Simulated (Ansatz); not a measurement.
**A hypothetical structure for Cu2BiPb2**

Starting from a made-up structure for Cu2BiPb2, the aim is the relaxed cell, its shortest contacts and, where a second run follows, its electronic structure.

Main program and level: Ansatz 0.2.0; DFT, PBEsol, plane-wave PAW, files of the set soft_1, scalar-relativistic, ferromagnetic start, cell and ions relaxed at zero pressure; PAW set soft_1, in the first sound run; inputs show where later runs differ.

## 1. The starting structure

The structure is tetragonal, space group I4/mmm (No. 139). Conventional cell: a = 4.650 Å, b = 4.650 Å, c = 10.747 Å, α = 90.00°, β = 90.00°, γ = 90.00°. Bi has 8 Pb at 3.52 Å and 8 Cu at 3.55 Å nearest. Pb has 1 Pb at 2.51 Å and 4 Cu at 2.73 Å and 4 Bi at 3.52 Å nearest. Cu has 4 Pb at 2.73 Å and 4 Cu at 3.29 Å and 4 Bi at 3.55 Å nearest. Farther neighbours are not listed.

## 2. Relaxing cell and atoms

The guessed cell has no reason to be at equilibrium. It is relaxed with the atoms, within the space group of the guess.

input.yaml

```yaml
crystal:
  lattice:
    - [-2.325, 2.325, 5.3735]
    - [2.325, -2.325, 5.3735]
    - [2.325, 2.325, -5.3735]
  atoms:
    - { symbol: Bi, position: [0.0, 0.0, 0.0] }
    - { symbol: Pb, position: [0.383, 0.383, 0.0] }
    - { symbol: Pb, position: [0.617, 0.617, 0.0] }
    - { symbol: Cu, position: [0.25, 0.75, 0.5], spin: 0.6 }
    - { symbol: Cu, position: [0.75, 0.25, 0.5], spin: 0.6 }
magnetization:
  spin_polarized: true
kpoints:
  mp_grid: { grid: [8, 8, 8] }
scf:
  occupations: { method: fermi_dirac, width: 0.05 }
hamiltonian:
  xc: pbesol
  pseudopotentials: { kind: paw, azcp: { folder: soft_1 }, xc_functional: pbe }
relax:
  f_tol: 0.015
  max_steps: 70
  cell: {}
output:
  forces: true
  stress: true
```

Launch:

```bash
$ ansatz run input.yaml --threads 4 --pin off --max-ram 8192MiB --backend cpu --events-out ev --progress --plain --runs-dir out
```

Numbers of over 12 decimals in the logs are rounded to 6 here.

Output:

```text
Engine: ansatz 0.2.0, x86_64-unknown-linux-gnu
Pseudopotentials: kind: paw
Pseudopotential: Bi, paw, valence charge 15, recommended cutoff 420 eV (normal), soft_1/Bi.paw.azcp
Pseudopotential: Pb, paw, valence charge 14, recommended cutoff 420 eV (normal), soft_1/Pb.paw.azcp
Pseudopotential: Cu, paw, valence charge 19, recommended cutoff 420 eV (normal), soft_1/Cu.paw.azcp
Functional definition: PBEsol
  exchange = pbesol_x
  correlation = pbesol_c
Crystal: 5 atoms, lattice volume = 116.189 Å³
Basis set: ecut = 420 eV, 2273 PW (Γ), exchange–correlation on 90×90×90 points (8 copies of the dense FFT grid, shifted against one another)
Bands: 50, of which v1, the nominal top of the filled ones, is band 41 counted from 1 (40 counted from 0)
Symmetry: 16 space group operations
Space group: I4/mmm (ITA 139), of the structure as read, at distance tolerance 4.9e-5 Å
Magnetic group: BNS 139.531 (UNI 1191), of the structure as read, at distance tolerance 4.9e-5 Å
k-points: 59 of 512
Non-local potential: Bi, projectors of the file, l = 0: 2, l = 1: 2, l = 2: 2, l = 3: 1
Non-local potential: Pb, projectors of the file, l = 0: 2, l = 1: 2, l = 2: 2, l = 3: 1
Non-local potential: Cu, projectors of the file, l = 0: 3, l = 1: 2, l = 2: 3, l = 3: 1
PAW form: soft (Blöchl's): semilocal exchange-correlation on the pseudo side does not see the compensation charge
PAW frozen core: Bi, regenerated for the run's functional, and the local potential with it (the file was generated under x = pbe(κ = 0.804, μ = 0.219515), c = pbe(β = 0.066725))
PAW frozen core: Pb, regenerated for the run's functional, and the local potential with it (the file was generated under x = pbe(κ = 0.804, μ = 0.219515), c = pbe(β = 0.066725))
PAW frozen core: Cu, regenerated for the run's functional, and the local potential with it (the file was generated under x = pbe(κ = 0.804, μ = 0.219515), c = pbe(β = 0.066725))
PAW one-centre angular grid: Bi, 590 points (default); XC on 64 Gauss nodes
PAW one-centre angular grid: Pb, 590 points (default); XC on 64 Gauss nodes
PAW one-centre angular grid: Cu, 590 points (default); XC on 64 Gauss nodes
Initial density: superposition of atomic densities (chi_scale 0.1, normalization cell)
Starting moments: Σ|m| = 1.2 μB on 2 of 5 sites
Initial wavefunctions: pseudopotential atomic-orbital guess
Functional: x = pbesol(κ = 0.804, μ = 0.123457), c = pbesol(β = 0.046)
SCF iter   1: F=—  HF=-48935.198499 eV  |F-HF|=—  |Δ(HF+E_count)|=         —  Δρ=1.00e-1 (↑1.00e-1 ↓5.05e-2)  dr2=1.88e1  dr2_m=6.97e-1  M=0.322 μB ∫|m|=0.478 μB  β_m=0.30  ethr=3.10e-3  ⟨swp⟩=9.8  Hψ=27376  notcnv=0  defer=30
preconditioner: auto → Kerker (q_TF=auto, 2.569 Å⁻¹)  [metal: Δε(μ)=0.016 eV  Ē_g=14.548 eV  σ=0.050 eV  W_gap=0.08  n_scr=32 (ndim 8)  ℏωp=27.8 eV  f_vac=0.000  D(μ)=2.51/eV (n_scr^D=14)]
spin=Collinear: Kerker preconditioning applied to the charge; magnetization (m = ρ↑ − ρ↓) channel mixes plain (no charge-response kernel on spin).
SCF iter   2: F=—  HF=-48933.976589 eV  |F-HF|=—  |Δ(HF+E_count)|=    1.22e0  Δρ=5.00e-2 (↑1.38e-2 ↓5.00e-2)  dr2=1.36e0  dr2_m=8.88e-1  M=0.088 μB ∫|m|=0.143 μB  β_m=0.30  ethr=3.10e-3  ⟨swp⟩=2.8  Hψ=12769  notcnv=0  defer=318
SCF iter   3: F=—  HF=-48933.436189 eV  |F-HF|=—  |Δ(HF+E_count)|=   5.40e-1  Δρ=2.67e-2 (↑2.67e-2 ↓1.61e-2)  dr2=4.44e-1  dr2_m=4.35e-1  M=0.086 μB ∫|m|=0.145 μB  β_m=0.30  ethr=1.67e-3  ⟨swp⟩=2.1  Hψ=12134  notcnv=0  defer=338
SCF iter   4: F=—  HF=-48933.337452 eV  |F-HF|=—  |Δ(HF+E_count)|=   9.87e-2  Δρ=1.76e-2 (↑1.76e-2 ↓1.34e-2)  dr2=2.97e-2  dr2_m=2.52e-1  M=0.059 μB ∫|m|=0.110 μB  β_m=0.30  ethr=5.48e-4  ⟨swp⟩=3.4  Hψ=11295  notcnv=0  defer=337
SCF iter   5: F=—  HF=-48933.343898 eV  |F-HF|=—  |Δ(HF+E_count)|=   6.45e-3  Δρ=1.90e-2 (↑5.12e-3 ↓1.90e-2)  dr2=1.47e-1  dr2_m=1.51e-1  M=0.037 μB ∫|m|=0.077 μB  β_m=0.30  ethr=3.67e-5  ⟨swp⟩=2.1  Hψ=11657  notcnv=0  defer=334
SCF iter   6: F=—  HF=-48933.348178 eV  |F-HF|=—  |Δ(HF+E_count)|=   4.28e-3  Δρ=1.19e-2 (↑5.81e-3 ↓1.19e-2)  dr2=3.54e-2  dr2_m=8.35e-2  M=0.028 μB ∫|m|=0.061 μB  β_m=0.30  ethr=3.67e-5  ⟨swp⟩=2.3  Hψ=9062  notcnv=0  defer=331
Mixer restart at iter 6: flushing history
spin-set hold released at iteration 6 (site moments contracting): the magnetisation degrees of freedom join the quasi-Newton model from the next iteration; the mixer history was flushed
SCF iter   7: F=—  HF=-48933.347963 eV  |F-HF|=—  |Δ(HF+E_count)|=   2.14e-4  Δρ=6.89e-3 (↑6.32e-3 ↓6.89e-3)  dr2=2.32e-3  dr2_m=4.63e-2  M=0.021 μB ∫|m|=0.049 μB  β_m=0.60  ethr=3.67e-5  ⟨swp⟩=2.0  Hψ=6676  notcnv=0  defer=331
SCF iter   8: F=—  HF=-48933.367930 eV  |F-HF|=—  |Δ(HF+E_count)|=   2.00e-2  Δρ=6.88e-3 (↑3.15e-3 ↓6.88e-3)  dr2=7.36e-2  dr2_m=3.79e-3  M=0.005 μB ∫|m|=0.017 μB  β_m=0.60  ethr=2.86e-6  ⟨swp⟩=2.8  Hψ=11651  notcnv=0  defer=331
SCF iter   9: F=—  HF=-48933.351795 eV  |F-HF|=—  |Δ(HF+E_count)|=   1.61e-2  Δρ=1.04e-3 (↑1.04e-3 ↓4.66e-4)  dr2=1.50e-3  dr2_m=8.97e-5  M=-0.000 μB ∫|m|=0.006 μB  β_m=0.80  ethr=2.86e-6  ⟨swp⟩=2.6  Hψ=12320  notcnv=0  defer=331
SCF iter  10: F=—  HF=-48933.351680 eV  |F-HF|=—  |Δ(HF+E_count)|=   1.15e-4  Δρ=7.70e-5 (↑7.70e-5 ↓5.38e-5)  dr2=9.36e-6  dr2_m=7.73e-7  M=-0.000 μB ∫|m|=0.000 μB  β_m=0.68  ethr=1.85e-6  ⟨swp⟩=1.6  Hψ=6746  notcnv=0  defer=329
SCF iter  11: F=—  HF=-48933.351698 eV  |F-HF|=—  |Δ(HF+E_count)|=   1.77e-5  Δρ=5.35e-5 (↑5.35e-5 ↓5.15e-5)  dr2=1.08e-5  dr2_m=5.46e-8  M=-0.000 μB ∫|m|=0.000 μB  β_m=0.84  ethr=1.16e-8  ⟨swp⟩=3.4  Hψ=12101  notcnv=0  defer=329
SCF iter  12: F=—  HF=-48933.351701 eV  |F-HF|=—  |Δ(HF+E_count)|=   2.89e-6  Δρ=1.05e-5 (↑1.05e-5 ↓9.23e-6)  dr2=1.54e-6  dr2_m=1.19e-8  M=-0.000 μB ∫|m|=0.000 μB  β_m=0.92  ethr=1.16e-8  ⟨swp⟩=2.0  Hψ=7231  notcnv=0  defer=329
SCF iter  13: F=—  HF=-48933.351700 eV  |F-HF|=—  |Δ(HF+E_count)|=   2.90e-7  Δρ=3.74e-6 (↑3.74e-6 ↓3.08e-6)  dr2=1.45e-7  dr2_m=2.48e-9  M=0.000 μB ∫|m|=0.000 μB  β_m=0.96  ethr=1.91e-9  ⟨swp⟩=2.0  Hψ=7390  notcnv=0  defer=329
SCF iter  14: F=—  HF=-48933.351700 eV  |F-HF|=—  |Δ(HF+E_count)|=   3.35e-8  Δρ=2.71e-6 (↑2.71e-6 ↓1.27e-6)  dr2=1.40e-8  dr2_m=7.88e-10  M=0.000 μB ∫|m|=0.000 μB  β_m=0.98  ethr=1.23e-10  ⟨swp⟩=4.4  Hψ=18187  notcnv=0
SCF iter  15: F=-48933.351700 eV  HF=-48933.351700 eV  |F-HF|=1.02e-10  |Δ(HF+E_count)|=   1.39e-9  Δρ=2.66e-7 (↑2.66e-7 ↓2.60e-7)  dr2=4.66e-10  dr2_m=1.28e-11  M=-0.000 μB ∫|m|=0.000 μB  ethr=1.73e-11  ⟨swp⟩=3.0  Hψ=14355  notcnv=0
[...]
relax step  37: F+E_penalty+E_count = -48935.29052081 eV  Δ(F+E_penalty+E_count) = -4.876e-5 eV  max|allowed force component| = 4.630e-4 eV/Å  Δτ_max = 0.0013 Å  P = -0.004 GPa  Ω = 113.594 Å³  energy of the carried Pulay correction = -7.045e-4 eV  (5 SCF iters, dr2 threshold 2.56e-8 eV, accepted)
relax step  38: F+E_penalty+E_count = -48935.32693048 eV  Δ(F+E_penalty+E_count) = -3.641e-2 eV  max|allowed force component| = 1.573e-3 eV/Å  Δτ_max = 0.0000 Å  P = +0.588 GPa  Ω = 113.594 Å³  stress off target by 1.68e0 GPa  SCF on the basis re-selected at this cell (its energy is not comparable with the rows above)  (10 SCF iters)
relax step  39: F+E_penalty+E_count = -48935.33806967 eV  Δ(F+E_penalty+E_count) = -1.114e-2 eV  max|allowed force component| = 1.533e-2 eV/Å  Δτ_max = 0.0031 Å  P = +0.231 GPa  Ω = 114.300 Å³  energy of the carried Pulay correction = -1.730e-4 eV  (7 SCF iters, dr2 threshold 5.00e-7 eV, accepted)
relax step  40: F+E_penalty+E_count = -48935.34186905 eV  Δ(F+E_penalty+E_count) = -3.799e-3 eV  max|allowed force component| = 5.298e-4 eV/Å  Δτ_max = 0.0067 Å  P = +0.104 GPa  Ω = 114.737 Å³  energy of the carried Pulay correction = -2.710e-4 eV  (8 SCF iters, dr2 threshold 5.00e-7 eV, accepted)
relax step  41: F+E_penalty+E_count = -48935.34190966 eV  Δ(F+E_penalty+E_count) = -4.061e-5 eV  max|allowed force component| = 2.074e-3 eV/Å  Δτ_max = 0.0003 Å  P = -0.051 GPa  Ω = 114.981 Å³  energy of the carried Pulay correction = -3.425e-4 eV  (7 SCF iters, dr2 threshold 5.74e-8 eV, accepted)
relax step  42: F+E_penalty+E_count = -48935.34194860 eV  Δ(F+E_penalty+E_count) = -3.894e-5 eV  max|allowed force component| = 4.199e-4 eV/Å  Δτ_max = 0.0001 Å  P = +0.001 GPa  Ω = 114.897 Å³  energy of the carried Pulay correction = -3.184e-4 eV  (7 SCF iters, dr2 threshold 8.17e-9 eV, accepted)
iter 1 solved again at ethr=2.32e-7 eV; its pass at ethr=3.10e-3 eV (dr2=1.88e-4 eV) is discarded
SCF iter   1: F=—  HF=-48935.341881 eV  |F-HF|=—  |Δ(HF+E_count)|=         —  Δρ=2.76e-4 (↑2.76e-4 ↓2.76e-4)  dr2=7.57e-6  dr2_m=1.23e-12  M=-0.000 μB ∫|m|=0.000 μB  β_m=0.30  ethr=2.32e-7  ⟨swp⟩=3.3  Hψ=41290  notcnv=0
preconditioner: auto → Kerker (q_TF=auto, 2.574 Å⁻¹)  [metal: Δε(μ)=0.031 eV  Ē_g=15.010 eV  σ=0.050 eV  W_gap=0.15  n_scr=32 (ndim 8)  ℏωp=27.9 eV  f_vac=0.000  D(μ)=1.77/eV (n_scr^D=4)]
spin=Collinear: Kerker preconditioning applied to the charge; magnetization (m = ρ↑ − ρ↓) channel mixes plain (no charge-response kernel on spin).
SCF iter   2: F=—  HF=-48935.342068 eV  |F-HF|=—  |Δ(HF+E_count)|=   1.87e-4  Δρ=1.95e-4 (↑1.95e-4 ↓1.95e-4)  dr2=3.87e-6  dr2_m=6.29e-13  M=-0.000 μB ∫|m|=0.000 μB  β_m=0.65  ethr=9.34e-9  ⟨swp⟩=1.6  Hψ=6147  notcnv=0
SCF iter   3: F=—  HF=-48935.342224 eV  |F-HF|=—  |Δ(HF+E_count)|=   1.56e-4  Δρ=2.92e-5 (↑2.92e-5 ↓2.92e-5)  dr2=2.25e-6  dr2_m=1.14e-14  M=0.000 μB ∫|m|=0.000 μB  β_m=0.45  ethr=4.78e-9  ⟨swp⟩=2.0  Hψ=7501  notcnv=0
SCF iter   4: F=—  HF=-48935.342224 eV  |F-HF|=—  |Δ(HF+E_count)|=   1.18e-7  Δρ=8.76e-7 (↑8.76e-7 ↓8.75e-7)  dr2=4.35e-9  dr2_m=3.64e-14  M=0.000 μB ∫|m|=0.000 μB  β_m=0.52  ethr=2.77e-9  ⟨swp⟩=2.0  Hψ=9321  notcnv=0
SCF iter   5: F=—  HF=-48935.342241 eV  |F-HF|=—  |Δ(HF+E_count)|=   1.72e-5  Δρ=6.12e-7 (↑6.12e-7 ↓6.12e-7)  dr2=2.39e-9  dr2_m=4.02e-15  M=0.000 μB ∫|m|=0.000 μB  β_m=0.53  ethr=5.37e-12  ⟨swp⟩=2.0  Hψ=10740  notcnv=0
SCF iter   6: F=—  HF=-48935.342241 eV  |F-HF|=—  |Δ(HF+E_count)|=  5.24e-10  Δρ=3.66e-7 (↑3.65e-7 ↓3.66e-7)  dr2=3.70e-10  dr2_m=5.39e-16  M=0.000 μB ∫|m|=0.000 μB  β_m=0.77  ethr=2.95e-12  ⟨swp⟩=2.0  Hψ=7068  notcnv=0
SCF iter   7: F=—  HF=-48935.342241 eV  |F-HF|=—  |Δ(HF+E_count)|=  2.47e-10  Δρ=1.16e-7 (↑1.16e-7 ↓1.16e-7)  dr2=5.11e-11  dr2_m=7.59e-15  M=0.000 μB ∫|m|=0.000 μB  β_m=0.67  ethr=1.00e-12  ⟨swp⟩=1.0  Hψ=5900  notcnv=0
SCF iter   8: F=-48935.342241 eV  HF=-48935.342241 eV  |F-HF|=0.00e0  |Δ(HF+E_count)|=  2.91e-11  Δρ=7.82e-8 (↑7.82e-8 ↓7.66e-8)  dr2=2.54e-11  dr2_m=1.24e-15  M=0.000 μB ∫|m|=0.000 μB  ethr=1.00e-12  ⟨swp⟩=4.0  Hψ=17223  notcnv=0
the starting moments were not kept: the SCF closed with an absolute magnetisation of 1.2e-8 μB, where they sum to 1.2 μB in size (2 sites). That is at most 0.1 of that sum. Measured as dr2_m measures the in/out step, that magnetisation stands 5.5e-17 eV from none, at or under the dr2_threshold of 5.0e-11 eV: it is no larger than a step whose dr2_m would equal this threshold.
SCF 43 converged in 8 iterations: F = -48935.342241 eV  dr2 = 2.54e-11
relax step  43: F+E_penalty+E_count = -48935.34224129 eV  Δ(F+E_penalty+E_count) = -2.927e-4 eV  max|allowed force component| = 3.170e-4 eV/Å  Δτ_max = 0.0000 Å  P = -0.003 GPa  Ω = 114.897 Å³  stress off target by 4.52e-3 GPa  SCF on the basis re-selected at this cell (its energy is not comparable with the rows above)  (8 SCF iters)
basis re-selected at this cell: Δ(F+E_penalty+E_count) = -2.927e-4 eV, ΔP = -0.004 GPa vs the last step (what re-selecting the basis moved, of the pressure what is left beyond the Pulay correction that the steps carried, after the strain that the cell walked since its last selection, with what the two solves' SCF thresholds leave and, on support functions, any second-order correction that the steps lacked; it is no m [...]
SCF converged after 8 iterations
Magnetization: 0.0000 μB (40.5000 up, 40.5000 down)
Absolute magnetization: 0.0000 μB (∫|ρ↑−ρ↓|, with the PAW one-centre terms)
Spin contamination: 0.0000 ħ² per cell (⟨S²⟩ above its minimum at these occupations)
Per-site moments (μB) at R_I (Å): [(1.012878071717716e-9, 1.399641), (6.050169229347196e-11, 1.189488), (6.050149561123114e-11, 1.189488), (-1.425904631050695e-9, 0.989696), (-1.42590457216925e-9, 0.989696)]
Free energy (F): -48935.342241 eV
Harris-Foulkes:  -48935.342241 eV  (|F-HF|=0.00e0)
Internal energy: -48935.327088 eV  (E = F + TS)
E sigma→0 (E₀):  -48935.334665 eV
Entropy (-TS):   -0.015153 eV (-3.031 meV/atom)
Fermi energy:    12.283924 eV
--- Per-component energies (eV) ---
  E_band       = -1000.959191
  E_kinetic    = 1367.826099
  E_local      = -19192.524069  (includes V_loc(G=0)·N_el)
  E_nonlocal   = 2813.410732
  E_hartree    = 8461.447898
  E_xc         = -695.661741
  E_vxc        = -584.682827  (∫ρ·V_xc dr)
  E_paw        = -34558.975062  (= ΣΔE_a)
  E_vpaw       = -2327.886767  (= ΣTr[D̂ρ^β])
  E_aug_tail   = 0.002323  (compensation charges beyond the density's cutoff)
  E_ewald      = -7131.479808
  E_core_change = 0.626540  (= ΣΔE_core)
  E_smearing   = -0.015153  (= −TS)
  E_closure    = -0.000000  (closes the sum)
  Σ components = -48935.342241   (vs F -48935.342241, Δ=0.00e0)
--- Forces (eV/Å), atoms counted from 1 ---
  atom   1  Bi    -0.00000000    -0.00000000    -0.00000000
  atom   2  Pb    -0.00000000     0.00000000     0.00031702
  atom   3  Pb     0.00000000     0.00000000    -0.00031702
  atom   4  Cu    -0.00000000     0.00000000    -0.00000000
  atom   5  Cu     0.00000000     0.00000000     0.00000000
  max |Σ_I F_I| component: 3.96e-18 eV/Å
--- Stress (GPa, compression-positive) ---
       -0.002381       0.000000       0.000000
        0.000000      -0.002381      -0.000000
        0.000000      -0.000000      -0.004517
  P = ⅓ Tr σ = -0.0031 GPa (-0.031 kbar)
--- Relaxed structure (39 steps of the walk, 37 accepted, 4 SCFs on fresh bases) ---
  F+E_penalty+E_count = -48935.34224129 eV   max|allowed force component| = 3.170e-4 eV/Å   (the final SCF, on the basis selected at the relaxed cell)
  cell:  # Å, volume = 114.8967 Å³
    - [-1.696535, 1.696535, 9.979805]
    - [1.696535, -1.696535, 9.979805]
    - [1.696535, 1.696535, -9.979805]
  atoms:
    - { symbol: Bi, position: [-2.1942306924313503e-18, -2.1942306924313503e-18, 0] }
    - { symbol: Pb, position: [0.366822, 0.366822, 0] }
    - { symbol: Pb, position: [0.633178, 0.633178, 0] }
    - { symbol: Cu, position: [0.25, 0.75, 0.500000] }
    - { symbol: Cu, position: [0.75, 0.25, 0.500000] }
```

Run time: 8.3 min. Hardware: 4 threads of Intel Xeon Platinum 8259CL at 2.50GHz (Skylake/Cascade Lake), shared host; peak memory 1.2 GiB.

Relaxation path (22 of 43):

```tsv
step	energy less that of the first step (eV)	largest force component (eV/Å)	pressure (GPa)	volume (Å³)
1	0.0000	4.7448	2.87	116.19
3	-0.8039	0.0428	0.34	118.05
5	-0.8046	0.0051	0.00	118.63
7	-0.8441	0.0790	-1.78	121.32
9	-0.9576	0.0071	-0.52	117.32
11	-0.9870	0.0182	-0.30	115.60
13	-0.9875	0.0620	0.18	114.70
15	-0.9881	0.0002	0.00	114.96
17	-1.0847	0.0034	0.72	115.14
19	-1.2477	0.0547	0.38	114.86
21	-1.4191	0.0278	0.90	112.25
23	-1.4576	0.1907	1.35	109.54
25	-1.4693	0.0123	0.13	111.35
27*	-1.5853	0.0206	1.55	111.50
29	-1.7612	0.0256	0.95	112.09
31	-1.8651	0.0110	0.84	112.18
33	-1.8656	0.6812	1.62	112.74
35	-1.9375	0.0662	-0.11	113.92
37	-1.9388	0.0005	0.00	113.59
39	-1.9864	0.0153	0.23	114.30
41	-1.9902	0.0021	-0.05	114.98
43*	-1.9905	0.0003	0.00	114.90
```

Relaxation steps marked * repeat the geometry before them on a plane-wave basis chosen anew for their cell, so energy and pressure can jump there. Other such steps can lie between the rows shown. Relaxation steps 12, 33 were tried and not accepted.

The run keeps the 16 symmetry operations that it works with, so distortions that break them were not tested.

```tsv
cell as run	before	after	change
a (Å)	6.300	10.264	+62.9 %
b (Å)	6.300	10.264	+62.9 %
c (Å)	6.300	10.264	+62.9 %
α (°)	136.68	160.97	+17.8 %
β (°)	136.68	160.97	+17.8 %
γ (°)	62.92	27.04	-57.0 %
volume (Å³/atom)	23.24	22.98	-1.1 %
```

The atoms that moved most (Å, as changes of fractional coordinates times the final cell):

```tsv
atom	dx	dy	dz	length
Pb3	0.000	0.000	0.323	0.323
Pb2	0.000	0.000	-0.323	0.323
```

Final coordinates:

```cif
data_structure
_symmetry_space_group_name_H-M 'P 1'
_symmetry_Int_Tables_number 1
_cell_length_a 10.2642
_cell_length_b 10.2642
_cell_length_c 10.2642
_cell_angle_alpha 160.972
_cell_angle_beta 160.972
_cell_angle_gamma 27.036
_cell_volume 114.90
loop_
_atom_site_label
_atom_site_type_symbol
_atom_site_fract_x
_atom_site_fract_y
_atom_site_fract_z
_atom_site_occupancy
Bi1 Bi 0.00000 0.00000 0.00000 1
Pb2 Pb 0.36682 0.36682 0.00000 1
Pb3 Pb 0.63318 0.63318 0.00000 1
Cu4 Cu 0.25000 0.75000 0.50000 1
Cu5 Cu 0.75000 0.25000 0.50000 1
```

Numbers from this step:

- free energy: -48935.3422 eV
- energy at zero smearing: -48935.3347 eV
- smearing term TS: 0.01515 eV
- Fermi energy: 12.28 eV
- electrons: 81
- symmetry operations: 16
- pressure: -0.003093 GPa

Shortest distances by pair of elements, guess and relaxed (not always the same contact):

```tsv
pair	guess (Å)	relaxed (Å)
Cu–Cu	3.288	2.399
Cu–Pb	2.729	2.884
Bi–Bi	4.650	3.393
Pb–Pb	2.515	3.393
Bi–Pb	3.520	3.581
```

The relaxation ends with a largest force component of 3.2e-4 eV/Å and a pressure of 0.00 GPa. No moment survives the cycle: this start ends non-magnetic.

(Continued in part 2 of 2.)

[Logs are printed without paths, hosts, clocks, repeated set-up lines and the standing remarks that a program may print on its own settings, such as how far it seeks lower states.]

[Hosts, paths, dates, database ids (printed as entryN), source tags and the programs' standing remarks are cut or masked in the printed files.]
